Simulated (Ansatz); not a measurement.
**Electron scattering at the Σ5 (310) boundary in bcc Mo**

Wanted: what the Σ5 (310) boundary in bcc Mo costs an interconnect.

Program: Ansatz 0.2.0. Level of theory: Ansatz plane-wave DFT, PBEsol, PAW files; relaxation of a bicrystal slab with its lowest layers held; PAW set soft_1, in the first sound run; inputs show where later runs differ. Results are calculated unless marked as measured.

### Step 1. Starting point

The cell holds 20 atoms: 20 Mo. Its edges and angles: a = 5.219 Å, b = 3.147 Å, c = 30.308 Å, α = 90.0°, β = 90.0°, γ = 72.5°. It derives from Mo. built on the (3 1 0) plane; 1 overlapping atoms removed and the grains opened by 0.4 Å. Vacuum lies along c.

### Step 2. Relaxing the bicrystal

The boundary is built by mirroring the lower grain in the boundary plane and removing any atoms that overlap. A thin bicrystal slab is relaxed first, with the lowest layers held and the upper grain free to shift and open.

Input file input.yaml:

```yaml
crystal:
  lattice:
    - [5.2187091076, 0.0, 0.0]
    - [0.9488562014, 3.0005467684, 0.0]
    - [0.0, 0.0, 30.3082068143]
  atoms:
    - { symbol: Mo, position: [0.7999999999, 0.6000000001, 0.1649718187] }
    - { symbol: Mo, position: [0.1999999999, 0.9, 0.1978067794] }
    - { symbol: Mo, position: [0.5999999999, 0.2, 0.2306417401] }
    - { symbol: Mo, position: [1.0, 0.5, 0.2634767008] }
    - { symbol: Mo, position: [0.4, 0.8, 0.2963116615] }
    - { symbol: Mo, position: [0.8, 0.1, 0.3291466222] }
    - { symbol: Mo, position: [0.2, 0.4, 0.3619815829] }
    - { symbol: Mo, position: [0.6, 0.7, 0.3948165436] }
    - { symbol: Mo, position: [0.0, 0.0, 0.4276515043] }
    - { symbol: Mo, position: [0.6, 0.7, 0.4736842105] }
    - { symbol: Mo, position: [0.2, 0.4, 0.5065191712] }
    - { symbol: Mo, position: [0.8, 0.1, 0.5393541319] }
    - { symbol: Mo, position: [0.4, 0.8, 0.5721890926] }
    - { symbol: Mo, position: [1.0, 0.5, 0.6050240533] }
    - { symbol: Mo, position: [0.5999999999, 0.2, 0.637859014] }
    - { symbol: Mo, position: [0.1999999999, 0.9, 0.6706939747] }
    - { symbol: Mo, position: [0.7999999999, 0.6000000001, 0.7035289354] }
    - { symbol: Mo, position: [0.3999999999, 0.3000000001, 0.7363638961] }
    - { symbol: Mo, position: [0.9999999999, 1.0e-10, 0.7691988568] }
    - { symbol: Mo, position: [0.5999999999, 0.7000000001, 0.8020338175] }
kpoints:
  mp_grid: { grid: [8, 8, 1] }
hamiltonian:
  xc: pbesol
  pseudopotentials: { kind: paw, azcp: { folder: soft_1 }, xc_functional: pbe }
scf:
  occupations: { method: fermi_dirac, width: 0.1 }
relax:
  f_tol: 0.03
  max_steps: 80
  constraints: [{ sites: [0, 1, 2, 3] }]
```

Command:

```bash
$ ansatz run input.yaml --threads 4 --pin off --max-ram 15360MiB --backend cpu --events-out ev --progress --plain --runs-dir out
```

Numbers of over 12 decimals in the logs are rounded to 6 here.

Log:

```text
Engine: ansatz 0.2.0, aarch64-unknown-linux-gnu
Pseudopotentials: kind: paw
Pseudopotential: Mo, paw, valence charge 14, recommended cutoff 420 eV (normal), soft_1/Mo.paw.azcp
Functional definition: PBEsol
  exchange = pbesol_x
  correlation = pbesol_c
Crystal: 20 atoms, lattice volume = 474.596 Å³
Basis set: ecut = 420 eV, 9333 PW (Γ), exchange–correlation on 72×48×432 points (8 copies of the dense FFT grid, shifted against one another)
Bands: 168, of which v1, the nominal top of the filled ones, is band 140 counted from 1 (139 counted from 0)
Symmetry: 2 space group operations
Space group: Cm (ITA 8), of the structure as read, at distance tolerance 7.8e-5 Å
k-points: 21 of 64 (time reversal used)
Non-local potential: Mo, projectors of the file, l = 0: 3, l = 1: 2, l = 2: 2, l = 3: 1
PAW form: soft (Blöchl's): semilocal exchange-correlation on the pseudo side does not see the compensation charge
PAW frozen core: Mo, regenerated for the run's functional, and the local potential with it (the file was generated under x = pbe(κ = 0.804, μ = 0.219515), c = pbe(β = 0.066725))
PAW one-centre angular grid: Mo, 590 points (default); XC on 64 Gauss nodes
Initial density: superposition of atomic densities (neutral atoms: chi_scale 0, normalization atom)
Initial wavefunctions: pseudopotential atomic-orbital guess
Functional: x = pbesol(κ = 0.804, μ = 0.123457), c = pbesol(β = 0.046)
SCF iter   1: F=—  HF=-97958.867731 eV  |F-HF|=—  |Δ(HF+E_count)|=         —  Δρ=9.32e-2  dr2=2.68e2  ethr=3.10e-3  ⟨swp⟩=7.9  Hψ=15750  notcnv=0
preconditioner: auto → LDOS  [metal: Δε(μ)=0.012 eV  Ē_g=4.466 eV  σ=0.100 eV  W_gap=0.03  n_scr=118 (ndim 8)  ℏωp=18.7 eV  f_vac=0.276  D(μ)=14.49/eV (n_scr^D=104)  β→1.0]
SCF iter   2: F=—  HF=-97952.574285 eV  |F-HF|=—  |Δ(HF+E_count)|=    6.29e0  Δρ=8.30e-2  dr2=3.98e2  ethr=3.10e-3  ⟨swp⟩=5.0  Hψ=10047  notcnv=0  defer=1
SCF iter   3: F=—  HF=-97940.767764 eV  |F-HF|=—  |Δ(HF+E_count)|=    1.18e1  Δρ=1.43e-2  dr2=6.75e0  ethr=3.10e-3  ⟨swp⟩=4.1  Hψ=8912  notcnv=0
SCF iter   4: F=—  HF=-97940.500858 eV  |F-HF|=—  |Δ(HF+E_count)|=   2.67e-1  Δρ=4.22e-3  dr2=1.57e-1  ethr=2.41e-3  ⟨swp⟩=2.5  Hψ=4618  notcnv=0
SCF iter   5: F=—  HF=-97940.463936 eV  |F-HF|=—  |Δ(HF+E_count)|=   3.69e-2  Δρ=1.53e-3  dr2=8.00e-2  ethr=5.60e-5  ⟨swp⟩=4.2  Hψ=8563  notcnv=0  defer=1
SCF iter   6: F=—  HF=-97940.462918 eV  |F-HF|=—  |Δ(HF+E_count)|=   1.02e-3  Δρ=7.12e-4  dr2=1.78e-2  ethr=2.86e-5  ⟨swp⟩=1.4  Hψ=3697  notcnv=0
SCF iter   7: F=—  HF=-97940.463740 eV  |F-HF|=—  |Δ(HF+E_count)|=   8.22e-4  Δρ=1.90e-4  dr2=3.38e-4  ethr=6.35e-6  ⟨swp⟩=1.2  Hψ=3587  notcnv=0
SCF iter   8: F=—  HF=-97940.463795 eV  |F-HF|=—  |Δ(HF+E_count)|=   5.50e-5  Δρ=9.36e-5  dr2=2.54e-4  ethr=1.21e-7  ⟨swp⟩=3.0  Hψ=7080  notcnv=0
SCF iter   9: F=-97940.463770 eV  HF=-97940.463782 eV  |F-HF|=1.23e-5  |Δ(HF+E_count)|=   1.30e-5  Δρ=3.53e-5  dr2=1.96e-5  ethr=8.04e-9  ⟨swp⟩=3.5  Hψ=13892  notcnv=0
SCF 1 converged in 9 iterations: F = -97940.463770 eV  dr2 = 1.96e-5
  greatest PAW one-centre occupation: 0.999 electrons in one spin orbital (limit 2), on the Mo atom at site 12 (counted from 0), in its partial waves of l = 0
relax step   1: F+E_penalty+E_count = -97940.46376999 eV  Δ(F+E_penalty+E_count) = +0.000e0 eV  max|allowed force component| = 2.273e0 eV/Å  Δτ_max = 0.0000 Å  (9 SCF iters, dr2 threshold 2.25e-5 eV, accepted)
Initial density: handed on by an earlier stage of this run
Initial wavefunctions: those handed on with the density
iter 1 solved again at ethr=4.25e-4 eV; its pass at ethr=3.10e-3 eV (dr2=1.19e0 eV) is discarded
SCF iter   1: F=—  HF=-97941.089937 eV  |F-HF|=—  |Δ(HF+E_count)|=         —  Δρ=1.04e-2  dr2=1.35e0  ethr=4.25e-4  ⟨swp⟩=1.8  Hψ=11131  notcnv=0  defer=1
eigensolver tolerance schedule calibrated: the retry pair's looser diagonalisation under-reported the residual by θ = 0.12 (0.14/decade); ethr = c·dr2/N_el runs at the constant in force after the calibration composes with the one it found (an armed cap, an earlier calibration), c = 5.1e-2
preconditioner: auto → LDOS  [metal: Δε(μ)=0.012 eV  Ē_g=3.900 eV  σ=0.100 eV  W_gap=0.03  n_scr=118 (ndim 8)  ℏωp=18.7 eV  f_vac=0.283  D(μ)=18.04/eV (n_scr^D=144)  β→1.0]
SCF iter   2: F=—  HF=-97941.031563 eV  |F-HF|=—  |Δ(HF+E_count)|=   5.84e-2  Δρ=4.58e-3  dr2=2.44e-1  ethr=2.45e-4  ⟨swp⟩=4.4  Hψ=6676  notcnv=0
SCF iter   3: F=—  HF=-97941.002773 eV  |F-HF|=—  |Δ(HF+E_count)|=   2.88e-2  Δρ=1.64e-3  dr2=3.69e-2  ethr=4.42e-5  ⟨swp⟩=3.0  Hψ=7767  notcnv=0
SCF iter   4: F=—  HF=-97940.998182 eV  |F-HF|=—  |Δ(HF+E_count)|=   4.59e-3  Δρ=3.62e-4  dr2=2.20e-3  ethr=6.67e-6  ⟨swp⟩=3.0  Hψ=6664  notcnv=0
SCF iter   5: F=—  HF=-97940.998143 eV  |F-HF|=—  |Δ(HF+E_count)|=   3.95e-5  Δρ=1.03e-4  dr2=2.28e-4  ethr=3.98e-7  ⟨swp⟩=2.8  Hψ=6321  notcnv=0
SCF iter   6: F=-97940.998179 eV  HF=-97940.998183 eV  |F-HF|=4.19e-6  |Δ(HF+E_count)|=   4.06e-5  Δρ=4.28e-5  dr2=1.85e-5  ethr=1.81e-8  ⟨swp⟩=3.0  Hψ=13839  notcnv=0
SCF 2 converged in 6 iterations: F = -97940.998179 eV  dr2 = 1.85e-5
  greatest PAW one-centre occupation: 0.999 electrons in one spin orbital (limit 2), on the Mo atom at site 17 (counted from 0), in its partial waves of l = 0
relax step   2: F+E_penalty+E_count = -97940.99817912 eV  Δ(F+E_penalty+E_count) = -5.344e-1 eV  max|allowed force component| = 5.709e-1 eV/Å  Δτ_max = 0.1949 Å  (6 SCF iters, dr2 threshold 1.00e-4 eV, accepted)
SCF iter   1: F=—  HF=-97941.578303 eV  |F-HF|=—  |Δ(HF+E_count)|=         —  Δρ=2.03e-2  dr2=1.23e1  ethr=3.10e-3  ⟨swp⟩=5.8  Hψ=8887  notcnv=0
preconditioner: auto → LDOS  [metal: Δε(μ)=0.004 eV  Ē_g=3.958 eV  σ=0.100 eV  W_gap=0.01  n_scr=118 (ndim 8)  ℏωp=18.7 eV  f_vac=0.289  D(μ)=17.69/eV (n_scr^D=136)  β→1.0]
SCF iter   2: F=—  HF=-97941.258752 eV  |F-HF|=—  |Δ(HF+E_count)|=   3.20e-1  Δρ=6.71e-3  dr2=4.37e-1  ethr=3.10e-3  ⟨swp⟩=2.0  Hψ=4438  notcnv=0
SCF iter   3: F=—  HF=-97941.209711 eV  |F-HF|=—  |Δ(HF+E_count)|=   4.90e-2  Δρ=4.41e-3  dr2=2.09e-1  ethr=1.56e-4  ⟨swp⟩=3.3  Hψ=7993  notcnv=0
SCF iter   4: F=—  HF=-97941.169422 eV  |F-HF|=—  |Δ(HF+E_count)|=   4.03e-2  Δρ=6.51e-4  dr2=5.46e-3  ethr=7.45e-5  ⟨swp⟩=2.1  Hψ=6570  notcnv=0
SCF iter   5: F=—  HF=-97941.169012 eV  |F-HF|=—  |Δ(HF+E_count)|=   4.10e-4  Δρ=2.02e-4  dr2=5.06e-4  ethr=1.95e-6  ⟨swp⟩=3.0  Hψ=7077  notcnv=0
SCF iter   6: F=—  HF=-97941.169109 eV  |F-HF|=—  |Δ(HF+E_count)|=   9.73e-5  Δρ=6.62e-5  dr2=4.49e-5  ethr=1.81e-7  ⟨swp⟩=2.0  Hψ=4899  notcnv=0
SCF iter   7: F=-97941.169110 eV  HF=-97941.169114 eV  |F-HF|=4.01e-6  |Δ(HF+E_count)|=   4.79e-6  Δρ=2.56e-5  dr2=9.17e-6  ethr=7.28e-9  ⟨swp⟩=5.0  Hψ=13292  notcnv=0
SCF 3 converged in 7 iterations: F = -97941.169110 eV  dr2 = 9.17e-6
  greatest PAW one-centre occupation: 0.999 electrons in one spin orbital (limit 2), on the Mo atom at site 2 (counted from 0), in its partial waves of l = 0
relax step   3: F+E_penalty+E_count = -97941.16911000 eV  Δ(F+E_penalty+E_count) = -1.709e-1 eV  max|allowed force component| = 2.551e-1 eV/Å  Δτ_max = 0.2000 Å  (7 SCF iters, dr2 threshold 2.04e-5 eV, accepted)
[...]
relax step   4: F+E_penalty+E_count = -97941.19549309 eV  Δ(F+E_penalty+E_count) = -2.638e-2 eV  max|allowed force component| = 2.376e-1 eV/Å  Δτ_max = 0.2000 Å  (8 SCF iters, dr2 threshold 4.11e-6 eV, accepted)
[...]
relax step   5: F+E_penalty+E_count = -97941.20691796 eV  Δ(F+E_penalty+E_count) = -1.142e-2 eV  max|allowed force component| = 1.815e-1 eV/Å  Δτ_max = 0.0399 Å  (6 SCF iters, dr2 threshold 1.13e-5 eV, accepted)
[...]
relax step   6: F+E_penalty+E_count = -97941.20890975 eV  Δ(F+E_penalty+E_count) = -1.992e-3 eV  max|allowed force component| = 8.650e-3 eV/Å  Δτ_max = 0.0204 Å  (4 SCF iters, dr2 threshold 1.92e-5 eV, accepted)
iter 1 solved again at ethr=5.92e-9 eV; its pass at ethr=3.10e-3 eV (dr2=1.66e-5 eV) is discarded
SCF iter   1: F=—  HF=-97941.208914 eV  |F-HF|=—  |Δ(HF+E_count)|=         —  Δρ=3.96e-5  dr2=1.66e-5  ethr=5.92e-9  ⟨swp⟩=1.6  Hψ=8407  notcnv=0
preconditioner: auto → LDOS  [metal: Δε(μ)=0.002 eV  Ē_g=3.978 eV  σ=0.100 eV  W_gap=0.00  n_scr=118 (ndim 8)  ℏωp=18.7 eV  f_vac=0.293  D(μ)=17.51/eV (n_scr^D=136)  β→1.0]
SCF iter   2: F=—  HF=-97941.208927 eV  |F-HF|=—  |Δ(HF+E_count)|=   1.27e-5  Δρ=4.70e-5  dr2=2.83e-5  ethr=5.92e-9  ⟨swp⟩=3.0  Hψ=7000  notcnv=0
SCF iter   3: F=—  HF=-97941.208919 eV  |F-HF|=—  |Δ(HF+E_count)|=   7.35e-6  Δρ=7.38e-6  dr2=7.16e-7  ethr=5.92e-9  ⟨swp⟩=2.2  Hψ=6289  notcnv=0
SCF iter   4: F=—  HF=-97941.208919 eV  |F-HF|=—  |Δ(HF+E_count)|=   2.95e-8  Δρ=4.57e-6  dr2=2.09e-7  ethr=2.56e-10  ⟨swp⟩=3.0  Hψ=7579  notcnv=0
SCF iter   5: F=-97941.208919 eV  HF=-97941.208919 eV  |F-HF|=8.85e-9  |Δ(HF+E_count)|=   1.74e-8  Δρ=9.12e-7  dr2=1.09e-8  ethr=3.57e-11  ⟨swp⟩=5.2  Hψ=12065  notcnv=0
SCF 7 converged in 5 iterations: F = -97941.208919 eV  dr2 = 1.09e-8
relax step   7: F+E_penalty+E_count = -97941.20891916 eV  Δ(F+E_penalty+E_count) = -9.414e-6 eV  max|allowed force component| = 8.359e-3 eV/Å  Δτ_max = 0.0000 Å  (5 SCF iters, accepted)
SCF converged after 5 iterations
Free energy (F): -97941.208919 eV
Harris-Foulkes:  -97941.208919 eV  (|F-HF|=8.85e-9)
Internal energy: -97940.635220 eV  (E = F + TS)
E sigma→0 (E₀):  -97940.922070 eV
Entropy (-TS):   -0.573699 eV (-28.685 meV/atom)
Fermi energy:    12.447817 eV
--- Per-component energies (eV) ---
  E_band       = -3472.081313
  E_kinetic    = 8439.026099
  E_local      = -278290.348320  (includes V_loc(G=0)·N_el)
  E_nonlocal   = 3010.922834
  E_hartree    = 135482.042313
  E_xc         = -3495.951982
  E_vxc        = -4373.319343  (∫ρ·V_xc dr)
  E_paw        = -63088.626437  (= ΣΔE_a)
  E_vpaw       = -3222.420779  (= ΣTr[D̂ρ^β])
  E_aug_tail   = 0.000913  (compensation charges beyond the density's cutoff)
  E_ewald      = 99998.113361
  E_core_change = 4.185999  (= ΣΔE_core)
  E_smearing   = -0.573699  (= −TS)
  E_closure    = 0.000000  (closes the sum)
  Σ components = -97941.208919   (vs F -97941.208919, Δ=0.00e0)
--- Forces (eV/Å), atoms counted from 1 ---
  atom   1  Mo     0.38817263    -0.12275096     2.18076926
  atom   2  Mo    -0.56638999     0.17910824    -0.31980689
  atom   3  Mo     0.12181026    -0.03851979    -1.16012606
  atom   4  Mo     0.05592298    -0.01768440    -0.70952941
  atom   5  Mo    -0.00052948     0.00016744     0.00042428
  atom   6  Mo    -0.00182224     0.00057624     0.00218144
  atom   7  Mo     0.00075955    -0.00024019    -0.00041656
  atom   8  Mo     0.00043362    -0.00013712    -0.00731786
  atom   9  Mo     0.00114931    -0.00036344     0.00574331
  atom  10  Mo    -0.00835943     0.00264348    -0.00087531
  atom  11  Mo     0.00249632    -0.00078941    -0.00370382
  atom  12  Mo     0.00456629    -0.00144399     0.00812422
  atom  13  Mo    -0.00522199     0.00165134    -0.00543435
  atom  14  Mo     0.00313425    -0.00099114    -0.00154566
  atom  15  Mo     0.00379451    -0.00119993    -0.00346489
  atom  16  Mo     0.00032122    -0.00010158     0.00165512
  atom  17  Mo     0.00015389    -0.00004866     0.00569887
  atom  18  Mo    -0.00015989     0.00005056     0.00014706
  atom  19  Mo     0.00026665    -0.00008432     0.00562484
  atom  20  Mo    -0.00048123     0.00015218     0.00190906
  max |Σ_I F_I| component: 5.67e-5 eV/Å
--- Relaxed structure (7 steps of the walk, 7 accepted, 0 SCFs on fresh bases) ---
  F+E_penalty+E_count = -97941.20891916 eV   max|allowed force component| = 8.359e-3 eV/Å
  atoms:
    - { symbol: Mo, position: [0.7999999999, 0.600000, 0.1649718187] }
    - { symbol: Mo, position: [0.1999999999, 0.900000, 0.1978067794] }
    - { symbol: Mo, position: [0.5999999999, 0.200000, 0.2306417401] }
    - { symbol: Mo, position: [1.0, 0.5, 0.2634767008] }
    - { symbol: Mo, position: [0.399822, 0.800089, 0.294900] }
    - { symbol: Mo, position: [0.803554, 0.098223, 0.328087] }
    - { symbol: Mo, position: [0.197206, 0.401397, 0.361135] }
    - { symbol: Mo, position: [0.597087, 0.701456, 0.389033] }
    - { symbol: Mo, position: [0.00618159, -0.0030908, 0.429827] }
    - { symbol: Mo, position: [0.600882, 0.699559, 0.470685] }
    - { symbol: Mo, position: [0.199764, 0.400118, 0.498161] }
    - { symbol: Mo, position: [0.804083, 0.097958, 0.531590] }
    - { symbol: Mo, position: [0.398089, 0.800955, 0.564639] }
    - { symbol: Mo, position: [1.000364, 0.499818, 0.596308] }
    - { symbol: Mo, position: [0.601404, 0.199298, 0.628760] }
    - { symbol: Mo, position: [0.203404, 0.898298, 0.661879] }
    - { symbol: Mo, position: [0.802470, 0.598765, 0.693433] }
    - { symbol: Mo, position: [0.398218, 0.300891, 0.727530] }
    - { symbol: Mo, position: [0.988598, 0.00570116, 0.758923] }
    - { symbol: Mo, position: [0.616463, 0.691769, 0.784461] }
```

The job ended after 6.3 min (4 threads of Arm Neoverse V1, shared host; peak memory 2.3 GiB; 25 min of CPU time).

Step by step:

| step | energy less that of the first step (eV) | largest force component (eV/Å) |
| --- | --- | --- |
| 1 | 0.0000 | 2.2726 |
| 2 | -0.5344 | 0.5709 |
| 3 | -0.7053 | 0.2551 |
| 4 | -0.7317 | 0.2376 |
| 5 | -0.7431 | 0.1815 |
| 6 | -0.7451 | 0.0086 |
| 7 | -0.7451 | 0.0084 |

The run keeps the 2 symmetry operations that it works with, so distortions that break them were not tested.

The atoms that moved most (Å):

```
atom      dx      dy      dz  length
Mo20   0.078  -0.025  -0.533   0.539
Mo19  -0.054   0.017  -0.311   0.317
Mo17   0.012  -0.004  -0.306   0.306
Mo15   0.007  -0.002  -0.276   0.276
Mo18  -0.008   0.003  -0.268   0.268
Mo16   0.016  -0.005  -0.267   0.268
Mo14   0.002  -0.001  -0.264   0.264
Mo11  -0.001   0.000  -0.253   0.253
```

Final coordinates:

```cif
data_structure
_symmetry_space_group_name_H-M 'P 1'
_symmetry_Int_Tables_number 1
_cell_length_a 5.2187
_cell_length_b 3.1470
_cell_length_c 30.3082
_cell_angle_alpha 90.000
_cell_angle_beta 90.000
_cell_angle_gamma 72.452
_cell_volume 474.60
loop_
_atom_site_label
_atom_site_type_symbol
_atom_site_fract_x
_atom_site_fract_y
_atom_site_fract_z
_atom_site_occupancy
Mo1 Mo 0.80000 0.60000 0.16497 1
Mo2 Mo 0.20000 0.90000 0.19781 1
Mo3 Mo 0.60000 0.20000 0.23064 1
Mo4 Mo 0.00000 0.50000 0.26348 1
Mo5 Mo 0.39982 0.80009 0.29490 1
Mo6 Mo 0.80355 0.09822 0.32809 1
Mo7 Mo 0.19721 0.40140 0.36113 1
Mo8 Mo 0.59709 0.70146 0.38903 1
Mo9 Mo 0.00618 0.99691 0.42983 1
Mo10 Mo 0.60088 0.69956 0.47069 1
Mo11 Mo 0.19976 0.40012 0.49816 1
Mo12 Mo 0.80408 0.09796 0.53159 1
Mo13 Mo 0.39809 0.80096 0.56464 1
Mo14 Mo 0.00036 0.49982 0.59631 1
Mo15 Mo 0.60140 0.19930 0.62876 1
Mo16 Mo 0.20340 0.89830 0.66188 1
Mo17 Mo 0.80247 0.59877 0.69343 1
Mo18 Mo 0.39822 0.30089 0.72753 1
Mo19 Mo 0.98860 0.00570 0.75892 1
Mo20 Mo 0.61646 0.69177 0.78446 1
```

This step gave:

| Quantity | Value |
| --- | --- |
| free energy | -97941.2089 eV |
| energy at zero smearing | -97940.9221 eV |
| Fermi energy | 12.45 eV |

The largest force component on a free atom ends at 0.0084 eV/Å, under the tolerance of 0.03, after 7 steps.

(Part 1 of 3 ends here.)

[Logs are printed without paths, hosts, clocks, repeated set-up lines and the standing remarks that a program may print on its own settings, such as how far it seeks lower states.]

[Hosts, paths, dates, database ids (printed as entryN), source tags and the programs' standing remarks are cut or masked in the printed files.]
